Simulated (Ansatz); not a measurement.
# The 1T-PtS2 bilayer (AA) under a gate

Aim: charge, voltage and capacitance of the 1T-PtS2 bilayer (AA) in a field-effect set-up.

Program: Ansatz 0.2.0. Level of theory: plane-wave DFT, PBE-D3(BJ), Ansatz PAW. Values are calculated unless marked as measured.

Report form: inputs, costs, results and the conclusion, without the logs.

## (1) Starting point

The cell holds 6 atoms: 4 S and 2 Pt. Cell: a = 3.570 Å, b = 3.570 Å, c = 45.028 Å, α = 90.0°, β = 90.0°, γ = 120.0°. Regions: layer 1: 1T-PtS2, 3 atoms (2 S and 1 Pt); layer 2: 1T-PtS2, 3 atoms (2 S and 1 Pt). Vacuum lies along c.

## (2) Relaxing the slab

The starting cell is a guess, so the in-plane lattice and the atoms are relaxed first, with the slab cut off from its images along the normal.

input.yaml

```yaml
crystal:
  lattice:
    - [3.57, 0.0, 0.0]
    - [-1.785, 3.0917106915, 0.0]
    - [0.0, 0.0, 45.0281727883]
  atoms:
    - { symbol: S, position: [0.6666666667, 0.3333333333, 0.4219580503] }
    - { symbol: Pt, position: [0.0, 0.0, 0.4443227864] }
    - { symbol: S, position: [0.3333333333, 0.6666666667, 0.4666875224] }
    - { symbol: S, position: [0.6666666667, 0.3333333333, 0.5333124776] }
    - { symbol: Pt, position: [0.0, 0.0, 0.5556772136] }
    - { symbol: S, position: [0.3333333333, 0.6666666667, 0.5780419497] }
  periodic: [true, true, false]
kpoints:
  mp_grid: { grid: [12, 12, 1] }
hamiltonian:
  xc: pbe
  dispersion: d3bj
scf:
  occupations: { method: fermi_dirac, width: 0.05 }
  convergence: { dr2_threshold: 1.0e-09 }
relax:
  f_tol: 0.004
  max_steps: 90
  cell: {}
output:
  write_potential: true
  write_density: true
  volumetric_format: npy
```

On the command line:

```bash
$ ansatz run input.yaml --threads 4 --pin off --max-ram 16384MiB --backend cpu --events-out ev --progress --plain --runs-dir out
```

Elapsed: 50 s, on 4 threads of Arm Neoverse V1, shared host; peak memory 1 GiB.

Step by step:

```tsv
step	energy less that of the first step (eV)	largest force component (eV/Å)	volume (Å³)
1	0.0000	3.0862	496.99
2	-1.2710	0.4155	500.47
3	-1.3114	0.1537	491.47
4	-1.3169	0.0444	494.11
5	-1.3174	0.0184	494.13
6	-1.3175	0.0005	494.25
7*	-1.3174	0.0005	494.25
```

Relaxation steps marked * repeat the geometry before them on a plane-wave basis chosen anew for their cell, so energy and pressure can jump there.

Forces are held to the 12 operations that the program found; a distortion that breaks them can't arise in this run.

```tsv
cell as run	before	after	change
a (Å)	3.570	3.560	-0.3 %
b (Å)	3.570	3.560	-0.3 %
```

The atoms that moved most (Å, along periodic axes as changes of fractional coordinates times the final cell, across vacuum about the mean position):

```tsv
atom	dx	dy	dz	length
S4	0.000	0.000	-0.337	0.337
S3	0.000	0.000	0.337	0.337
Pt2	0.000	0.000	0.134	0.134
Pt5	0.000	0.000	-0.134	0.134
S1	0.000	0.000	-0.101	0.101
S6	0.000	0.000	0.101	0.101
```

Final coordinates:

```cif
data_structure
_symmetry_space_group_name_H-M 'P 1'
_symmetry_Int_Tables_number 1
_cell_length_a 3.5601
_cell_length_b 3.5601
_cell_length_c 45.0282
_cell_angle_alpha 90.000
_cell_angle_beta 90.000
_cell_angle_gamma 120.000
_cell_volume 494.25
loop_
_atom_site_label
_atom_site_type_symbol
_atom_site_fract_x
_atom_site_fract_y
_atom_site_fract_z
_atom_site_occupancy
S1 S 0.66667 0.33333 0.41972 1
Pt2 Pt 0.00000 0.00000 0.44730 1
S3 S 0.33333 0.66667 0.47417 1
S4 S 0.66667 0.33333 0.52583 1
Pt5 Pt 0.00000 0.00000 0.55270 1
S6 S 0.33333 0.66667 0.58028 1
```

The lattice constant a goes from 3.570 to 3.560 Å.

## (3) Gated layer, added electrons 0, start network

The slab is cut off from its images along the normal. A charged sheet stands for each gate, the layer takes the opposite charge, and a barrier ahead of the sheet keeps electrons from leaking to it. The uncharged case sets the zero; a dense mesh is needed because few carriers fill a small part of the zone.

The cell differs from the one that the last finished run ended in (c 45.028 → 44.229 Å).

input.yaml

```yaml
crystal:
  lattice:
    - [3.5601269794, 0.0, 0.0]
    - [-1.7800634897, 3.0831604048, 0.0]
    - [0.0, 0.0, 44.2294033014]
  atoms:
    - { symbol: S, position: [0.6666666667, 0.3333333333, 0.4182737866] }
    - { symbol: Pt, position: [0.0, 0.0, 0.4463458231] }
    - { symbol: S, position: [0.3333333333, 0.6666666667, 0.4737001844] }
    - { symbol: S, position: [0.6666666667, 0.3333333333, 0.5262998156] }
    - { symbol: Pt, position: [0.0, 0.0, 0.5536541769] }
    - { symbol: S, position: [0.3333333333, 0.6666666667, 0.5817262134] }
  periodic: [true, true, false]
  symmetry: { detect: true }
kpoints:
  mp_grid: { grid: [48, 48, 1] }
  band_path:
    path: [[0, 0, 0], [0.5, 0, 0], [0.33333333, 0.33333333, 0], [0, 0, 0]]
    npoints: 16
hamiltonian:
  xc: pbe
  dispersion: d3bj
scf:
  occupations: { method: fermi_dirac, width: 0.02585 }
  convergence: { dr2_threshold: 1.0e-10 }
output:
  forces: true
  eigenvalues: true
  dos: { projected: true, e_range: [-3, 3], de: 0.01 }
  write_potential: true
  write_density: true
  volumetric_format: npy
  elf: true
external_charges:
  - { charge: 0, barrier: 10, axis: 3, height: 29.229, sigma: 0.25 }
```

It took 3.4 min on 4 threads; peak memory 2.6 GiB.

This step gave:

| Item | Value |
| --- | --- |
| gap along the path | 0.7713 eV |
| smallest direct gap along the path | 1.203 eV |
| gap, the smaller of path and mesh | 0.7587 eV |
| potential beyond the upper barrier and gate, less the barrier, from the Fermi level | 5.095 eV |

Running mean over a fixed 2.5 Å (it still follows the layers) of the planar mean; beyond a gate it holds the 10 eV model barrier. Table of electron's electrostatic potential energy less the Fermi level by z:

```tsv
z (Å)	electron's electrostatic potential energy less the Fermi level (eV)
4	5.12
5	5.12
6	5.12
7	5.12
8	5.12
9	5.12
10	5.12
11	5.12
12	5.12
13	5.12
14	5.12
15	5.11
16	5.00
17	3.04
18	-2.20
19	-9.21
20	-10.6
21	-5.99
22	-2.24
23	-4.45
24	-10.2
25	-10.1
26	-3.81
27	2.00
28	5.32
29	9.17
30	13.2
31	15.1
32	15.1
33	15.1
34	15.1
35	15.1
36	15.1
37	15.1
38	15.1
39	15.1
40	15.1
```

The density of states has structure finer than the step of the table below, so its rows give means over 0.1 eV. Peaks (eV: height): -2.41: 9.71, -1.99: 8.74, -1.66: 10.9, -1.56: 12.4, -1.42: 9.35, 1.35: 9.87, 1.59: 12.9.

Density of states against energy, zero at the Fermi level of the run, which the smearing sets inside the gap; means over each step:

```tsv
energy (eV)	density of states (states/eV a cell)
-2.9	3.52
-2.8	3.73
-2.7	4.33
-2.6	4.21
-2.5	5.00
-2.4	7.49
-2.3	5.39
-2.2	4.87
-2.1	4.74
-2.0	6.88
-1.9	6.74
-1.8	4.79
-1.7	7.61
-1.6	8.10
-1.5	4.97
-1.4	6.73
-1.3	1.47
-1.2	1.58
-1.1	1.81
-1.0	1.77
-0.9	1.05
-0.8	0.675
-0.7	0.549
-0.6	0.665
-0.5	0.808
-0.4	0.995
-0.3	0
-0.2	0
-0.1	0
0.0	0
0.1	0
0.2	0
0.3	0
0.4	1.03
0.5	4.94
0.6	4.81
0.7	2.54
0.8	3.20
0.9	4.14
1.0	6.52
1.1	5.45
1.2	5.73
1.3	8.66
1.4	5.72
1.5	5.86
1.6	8.62
1.7	4.86
1.8	3.93
1.9	2.61
2.0	1.59
2.1	0.503
2.2	0.0182
2.3	0
```

Projected DOS per atom over height of the atomic layer and energy from the Fermi level. Layers: S Pt S S Pt S from below.

Ten even steps from '0' (0.00 states/eV) to '9' (1.44 states/eV), each cell a mean:
```
000000
111111
445544
768867
778877
666666
333333
553355
000000
000000
000000
001100
000000
101101
212212
835538
968869
777777
655556
785587
464464
353353
```
Columns: height of the atomic layer (Å) from 18.5 to 25.7 (not evenly spaced); rows upwards: energy from the Fermi level (eV) from -2.98 to 2.37.

Electronic bands along the path, in eV, zero at the Fermi level of the run, which the smearing sets inside the gap:

```tsv
point	band 27	band 28	band 29	band 30	band 31	band 32	band 33	band 34
Γ	-1.74	-1.50	-1.50	-0.66	1.66	1.66	2.14	2.14
halfway	-1.88	-1.60	-1.53	-0.99	0.39	1.18	1.19	1.78
M	-3.16	-2.97	-2.88	-2.01	1.27	1.35	1.75	2.03
halfway	-2.72	-2.38	-2.11	-1.71	0.91	1.02	1.24	1.83
K	-2.23	-2.23	-1.87	-1.87	0.56	0.56	1.48	1.48
halfway	-1.91	-1.63	-1.57	-0.97	0.62	0.87	0.96	1.57
Γ	-1.74	-1.50	-1.50	-0.66	1.66	1.66	2.14	2.14
```

ELF in the ca plane at fractional y = 0.000, with atoms of Pt within 0.2 Å of it. It is the smooth field of the valence electrons, not physical close to the nuclei.

Ten even steps from '0' (0.00) to '9' (0.70), each cell a mean:
```
00000000000000000001357998642000135899863200
00000000000000000012334775432100234477543310
00000000000000001356764334565311566433457654
00000000000000013689986324788513788632479997
00000000000000024799986224798523898622489998
00000000000000012578875334787412687533478876
00000000000000000124544554454201344455445432
00000000000000000001346897432000134689743210
00000000000000000001369999742000136999974200
```
Columns run along c (16.0 Å, from fractional 0.25 to 0.61 of the cell), rows up along a (3.6 Å). Atoms in or near the plane, at fractional coordinates: Pt at (0.45, 0.00), Pt at (0.55, 0.00).

Electrostatic potential energy in the ca plane at fractional y = 0.000, with atoms of Pt within 0.2 Å of it. With pseudopotentials it is smooth inside the atoms' cores, unlike the true potential.

Ten even steps from '0' (-72 eV) to '9' (0 eV), each cell a mean:
```
99999999999999999999972000589999997200168999
99999999999999999999986324899999998632589999
99999999999999999999998888999999999888899999
99999999999999999999889999989999988999998999
99999999999999999999889999888999988999988899
99999999999999999999999999999999999999999999
99999999999999999999998657899999999765789999
99999999999999999999984002699999998400279999
99999999999999999999972000589999997100058999
```
Columns run along c (16.0 Å, from fractional 0.25 to 0.61 of the cell; values clipped at the 3rd and 97th percentile), rows up along a (3.6 Å). Atoms in or near the plane, at fractional coordinates: Pt at (0.45, 0.00), Pt at (0.55, 0.00).

Valence density in the ca plane at fractional y = 0.000, with atoms of Pt within 0.2 Å of it. It is the smooth field of the valence electrons, not physical close to the nuclei.

Ten steps, logarithmic in the rise over the least value, from '0' (0 e/Å³) to '9' (11 e/Å³), each cell a mean:
```
00000000000000000001247998531000124799852100
00000000000000000001235776421000123577642100
00000000000000000011233343322111123334332210
00000000000000000012332222332211233222233211
00000000000000000012332222332211233222233221
00000000000000000012233333322111223333332210
00000000000000000001234554321101123455432110
00000000000000000001236887521000124688742100
00000000000000000001248999631000125899863100
```
Columns run along c (16.0 Å, from fractional 0.25 to 0.61 of the cell), rows up along a (3.6 Å). Atoms in or near the plane, at fractional coordinates: Pt at (0.45, 0.00), Pt at (0.55, 0.00).

The gap, the smaller of path and mesh, is 0.759 eV.

## (4) Gated layer, added electrons 1×10¹³ per cm², start atoms

input.yaml, the sections that differ from step 3:

```yaml
total_charge: -0.010976
kpoints:
  mp_grid: { grid: [48, 48, 1] }
output:
  forces: true
  eigenvalues: true
  write_potential: true
  write_density: true
  volumetric_format: npy
external_charges:
  - { charge: 0, barrier: 10, axis: 3, height: 29.229, sigma: 0.25 }
  - { charge: 0.010976, axis: 3, height: 30.729, sigma: 0.5 }
# crystal, hamiltonian, scf: as in step 3
```

Elapsed: 3.7 min, on 4 threads; peak memory 2.6 GiB; 15 min of CPU time.

Numbers from this step:

```yaml
energy_at_zero_smearing: -28658.5557 eV
potential_beyond_the_upper_barrier_and_gate_less_the_barrier_from_the_fermi_level: 4.015 eV
```

Against the uncharged case this takes +1.08 V.

## (5) Gated layer, added electrons 3×10¹³ per cm², start atoms

input.yaml, as its differences from that of step 4:

```diff
@@ -14,3 +14,3 @@
   symmetry: { detect: true }
-total_charge: -0.010976
+total_charge: -0.032929
 kpoints:
@@ -31,2 +31,2 @@
   - { charge: 0, barrier: 10, axis: 3, height: 29.229, sigma: 0.25 }
-  - { charge: 0.010976, axis: 3, height: 30.729, sigma: 0.5 }
+  - { charge: 0.032929, axis: 3, height: 30.729, sigma: 0.5 }
```

Run time: 3.2 min. Hardware: 4 threads; peak memory 2.6 GiB.

Against the uncharged case this takes +2.57 V.

## (6) Gated layer, added electrons 6×10¹³ per cm², start atoms

input.yaml, as its differences from that of step 5:

```diff
@@ -14,3 +14,3 @@
   symmetry: { detect: true }
-total_charge: -0.032929
+total_charge: -0.065859
 kpoints:
@@ -31,2 +31,2 @@
   - { charge: 0, barrier: 10, axis: 3, height: 29.229, sigma: 0.25 }
-  - { charge: 0.032929, axis: 3, height: 30.729, sigma: 0.5 }
+  - { charge: 0.065859, axis: 3, height: 30.729, sigma: 0.5 }
```

Elapsed: 3.2 min, on 4 threads; peak memory 2.6 GiB; 13 min of CPU time.

Against the uncharged case this takes +4.74 V.

## (7) Gated layer, added electrons 10×10¹³ per cm², start atoms

input.yaml, as its differences from that of step 6:

```diff
@@ -14,3 +14,3 @@
   symmetry: { detect: true }
-total_charge: -0.065859
+total_charge: -0.109764
 kpoints:
@@ -31,2 +31,2 @@
   - { charge: 0, barrier: 10, axis: 3, height: 29.229, sigma: 0.25 }
-  - { charge: 0.065859, axis: 3, height: 30.729, sigma: 0.5 }
+  - { charge: 0.109764, axis: 3, height: 30.729, sigma: 0.5 }
```

Wall time 3.1 min (4 threads); peak memory 2.6 GiB; 12 min of CPU time.

Against the uncharged case this takes +7.52 V.

## (8) Gated layer, added electrons -1×10¹³ per cm², start atoms

input.yaml, as its differences from that of step 7:

```diff
@@ -14,3 +14,3 @@
   symmetry: { detect: true }
-total_charge: -0.109764
+total_charge: 0.010976
 kpoints:
@@ -31,2 +31,2 @@
   - { charge: 0, barrier: 10, axis: 3, height: 29.229, sigma: 0.25 }
-  - { charge: 0.109764, axis: 3, height: 30.729, sigma: 0.5 }
+  - { charge: -0.010976, axis: 3, height: 30.729, sigma: 0.5 }
```

Elapsed: 3.4 min, on 4 threads; peak memory 2.6 GiB; 13 min of CPU time.

Against the uncharged case this takes -1.09 V.

## (9) Gated layer, added electrons -3×10¹³ per cm², start atoms

input.yaml, as its differences from that of step 8:

```diff
@@ -14,3 +14,3 @@
   symmetry: { detect: true }
-total_charge: 0.010976
+total_charge: 0.032929
 kpoints:
@@ -31,2 +31,2 @@
   - { charge: 0, barrier: 10, axis: 3, height: 29.229, sigma: 0.25 }
-  - { charge: -0.010976, axis: 3, height: 30.729, sigma: 0.5 }
+  - { charge: -0.032929, axis: 3, height: 30.729, sigma: 0.5 }
```

The job ended after 3.4 min (4 threads; peak memory 2.6 GiB; 13 min of CPU time).

Against the uncharged case this takes -2.63 V.

## (10) Gated layer, added electrons -6×10¹³ per cm²

input.yaml, the sections that differ from step 9:

```yaml
total_charge: 0.065859
kpoints:
  mp_grid: { grid: [48, 48, 1] }
  band_path:
    path: [[0, 0, 0], [0.5, 0, 0], [0.33333333, 0.33333333, 0], [0, 0, 0]]
    npoints: 16
output:
  forces: true
  eigenvalues: true
  dos: { projected: true, e_range: [-3, 3], de: 0.01 }
  write_potential: true
  write_density: true
  volumetric_format: npy
  elf: true
external_charges:
  - { charge: 0, barrier: 10, axis: 3, height: 29.229, sigma: 0.25 }
  - { charge: -0.065859, axis: 3, height: 30.729, sigma: 0.5 }
# crystal, hamiltonian, scf: as in step 9
```

It took 3.7 min on 4 threads; peak memory 2.6 GiB.

Against the uncharged case this takes -4.93 V.

[end of part 1 of 2]

[Long decimals in the printed logs are rounded to 6 places.]

[Logs are printed without paths, hosts, clocks, repeated set-up lines and the standing remarks that a program may print on its own settings, such as how far it seeks lower states.]

[Hosts, paths, dates, database ids (printed as entryN), source tags and the programs' standing remarks are cut or masked in the printed files.]

[Maps of the electrostatic potential energy from Ansatz leave out the sawtooth potential of an applied field or a dipole correction, so their vacuum need not be flat; planar profiles and work functions include it.]

[The density of states shown here was stored with 400 of the rows of the run's finer table, so its peaks can read low, often by over a quarter, or be missed, and its means over a window can be off by a tenth or more.]
